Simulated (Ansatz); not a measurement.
## SnO2 (Cassiterite): the PBE gap against the k mesh of the density

Aim: see how gap, energy and time of SnO2 (Cassiterite) follow the k mesh of the density.

Method: DFT, PBE, plane waves, PAW, in Ansatz 0.2.0.

This is a report of a sequence of runs, with most program output left out.

## (1) Starting point

Symmetry: P4_2/mnm, No. 136, tetragonal system. Conventional cell: a = 4.738 Å, b = 4.738 Å, c = 3.187 Å, α = 90.00°, β = 90.00°, γ = 90.00°. Nearest to Sn lie 6 O at 2.05 to 2.06 Å. O has 3 Sn at 2.05 to 2.06 Å nearest. Farther neighbours and most contacts between anions are not listed.

Coordinates:

```cif
data_structure
_symmetry_space_group_name_H-M 'P 1'
_symmetry_Int_Tables_number 1
_cell_length_a 4.7380
_cell_length_b 4.7380
_cell_length_c 3.1865
_cell_angle_alpha 90.000
_cell_angle_beta 90.000
_cell_angle_gamma 90.000
_cell_volume 71.53
loop_
_atom_site_label
_atom_site_type_symbol
_atom_site_fract_x
_atom_site_fract_y
_atom_site_fract_z
_atom_site_occupancy
Sn1 Sn 0.00000 0.00000 0.00000 1
Sn2 Sn 0.50000 0.50000 0.50000 1
O3 O 0.30710 0.30710 0.00000 1
O4 O 0.19290 0.80710 0.50000 1
O5 O 0.69290 0.69290 0.00000 1
O6 O 0.80710 0.19290 0.50000 1
```

The cell and positions come from the Crystallography Open Database and are kept as given unless a step says otherwise. The default PAW set here is soft_2. Its files were made with PBE.

## (2) k mesh of the density: 2×2×2

File input.yaml:

```yaml
crystal:
  lattice:
    - [4.738, 0.0, 0.0]
    - [0.0, 4.738, 0.0]
    - [0.0, 0.0, 3.1865]
  atoms:
    - { symbol: Sn, position: [0.0, 0.0, 0.0] }
    - { symbol: Sn, position: [0.5, 0.5, 0.5] }
    - { symbol: O, position: [0.3071, 0.3071, 0.0] }
    - { symbol: O, position: [0.1929, 0.8071, 0.5] }
    - { symbol: O, position: [0.6929, 0.6929, 0.0] }
    - { symbol: O, position: [0.8071, 0.1929, 0.5] }
kpoints:
  mp_grid: { grid: [2, 2, 2] }
  band_path:
    path:
      - [0.0, 0.0, 0.0]
      - [0.0, 0.5, 0.0]
      - [0.5, 0.5, 0.0]
      - [0.0, 0.0, 0.5]
      - [0.0, 0.5, 0.5]
      - [0.5, 0.5, 0.5]
    npoints: 1
hamiltonian:
  xc: pbe
scf:
  occupations: { method: fixed }
  n_extra_bands: 6
output:
  eigenvalues: true
  forces: true
  stress: true
  write_density: true
  write_potential: true
  elf: true
  volumetric_format: npy
```

Started as:

```console
$ ansatz run input.yaml --threads 3 --pin off --max-ram 92160MiB --backend cuda --events-out ev --progress --plain --runs-dir out --devices 1 --max-vram 13GiB
```

The job ended after 9.2 s (1 × NVIDIA H100 80GB HBM3 (shared by 6 runs) with 3 threads of AMD EPYC 7R13 (Zen 3), shared host; peak memory 0.91 GiB; 3.8 s of CPU time).

Numbers from this step:

```yaml
pressure: 11.16 GPa
gap: 1.238 eV
valence_top_at: Γ
conduction_bottom_at: Γ
least_direct_gap: 1.238 eV
```

The gap is direct, at Γ.

## (3) k mesh of the density: 4×4×4

input.yaml, as its differences from that of step 2:

```diff
@@ -13,3 +13,3 @@
 kpoints:
-  mp_grid: { grid: [2, 2, 2] }
+  mp_grid: { grid: [4, 4, 4] }
   band_path:
```

The job ended after 5.7 s (1 × NVIDIA H100 80GB HBM3 (shared by 6 runs) with 3 threads; peak memory 0.92 GiB).

Numbers from this step:

| Property | Result |
| --- | --- |
| pressure | 11.06 GPa |
| gap | 1.281 eV |
| valence top at | Γ |
| conduction bottom at | Γ |
| least direct gap | 1.281 eV |

The gap is 1.281 eV, +0.043 eV from the run before at this level.

## (4) k mesh of the density: 6×6×8 (the default)

input.yaml, the sections that differ from step 3:

```yaml
kpoints:
  mp_grid: { grid: [6, 6, 8] }
  band_path:
    path:
      - [[0.0, 0.0, 0.0], [0.0, 0.5, 0.0], [0.5, 0.5, 0.0], [0.0, 0.0, 0.0], [0.0, 0.0, 0.5], [0.0, 0.5, 0.5], [0.5, 0.5, 0.5], [0.0, 0.0, 0.5]]
      - [[0.0, 0.5, 0.0], [0.0, 0.5, 0.5]]
      - [[0.5, 0.5, 0.0], [0.5, 0.5, 0.5]]
    npoints: 10
scf:
  occupations: { method: fermi_dirac, width: 0.02 }
  n_extra_bands: 6
# crystal, hamiltonian, output: as in step 3
```

Wall time 8.1 s (1 × NVIDIA H100 80GB HBM3 (shared by 6 runs) with 3 threads); peak memory 0.94 GiB; 5 s of CPU time.

This step gave:

```
pressure             : 11.08 GPa
gap                  : 1.282 eV
valence top at       : Γ
conduction bottom at : Γ
least direct gap     : 1.282 eV
```

The gap is 1.282 eV, +0.001 eV from the run before at this level.

## (5) k mesh of the density: 8×8×10

input.yaml, the sections that differ from step 4:

```yaml
kpoints:
  mp_grid: { grid: [8, 8, 10] }
  band_path:
    path:
      - [0.0, 0.0, 0.0]
      - [0.0, 0.5, 0.0]
      - [0.5, 0.5, 0.0]
      - [0.0, 0.0, 0.5]
      - [0.0, 0.5, 0.5]
      - [0.5, 0.5, 0.5]
    npoints: 1
scf:
  occupations: { method: fixed }
  n_extra_bands: 6
output:
  eigenvalues: true
  forces: true
  stress: true
# crystal, hamiltonian: as in step 4
```

Elapsed: 14 s, on 1 × NVIDIA H100 80GB HBM3 (shared by 6 runs) with 3 threads; peak memory 0.92 GiB; 8.1 s of CPU time.

Numbers from this step:

* pressure: 11.08 GPa
* gap: 1.282 eV
* valence top at: Γ
* conduction bottom at: Γ
* least direct gap: 1.282 eV

The gap is 1.282 eV, as in the run before at this level.

## (6) The series

Differences are against the last row; a negative gap means that bands overlap, and a run with a band path holds that path's time. Times are wall times on 1 × NVIDIA H100 80GB HBM3 (shared by 6 runs) with 3 threads of AMD EPYC 7R13 (Zen 3), shared host, good to a factor of about two.

```tsv
k mesh of the density	gap (eV)	direct gap (eV)	gap error (eV)	energy error (meV/atom)	irreducible k	time
2×2×2	1.238	1.238	−0.045	+91.1	6	9.2 s
4×4×4	1.281	1.281	−0.001	+1.7	18	5.7 s
6×6×8	1.282	1.282	+0.000	+0.0	50	8.1 s
8×8×10	1.282	1.282	+0.000	+0.0	90	14 s
```

## (7) Summary of results

```
2×2×2  : 1.238 eV
4×4×4  : 1.281 eV
6×6×8  : 1.282 eV
8×8×10 : 1.282 eV
```

The gap holds to 0.02 eV from 4×4×4 on. At 2×2×2 the gap is off by −0.045 eV and the energy by +91 meV/atom. The gap is read over the mesh and added points near the edges, so meshes differ mainly through the density and, for a hybrid, the exchange operator.

[Paths, hosts, dates, memory and timing lines, banners, echoed tables and standing remarks are left out of the program output.]

[Logs are printed without paths, hosts, clocks, repeated set-up lines and the standing remarks that a program may print on its own settings, such as how far it seeks lower states.]

[Runs of the session that timed out or met a known fault of the program may be left out.]

[Cells called generated may have been cut or substituted from an entry of the Crystallography Open Database or the Materials Project.]

[Hosts, paths, dates, database ids (printed as entryN), source tags and the programs' standing remarks are cut or masked in the printed files.]
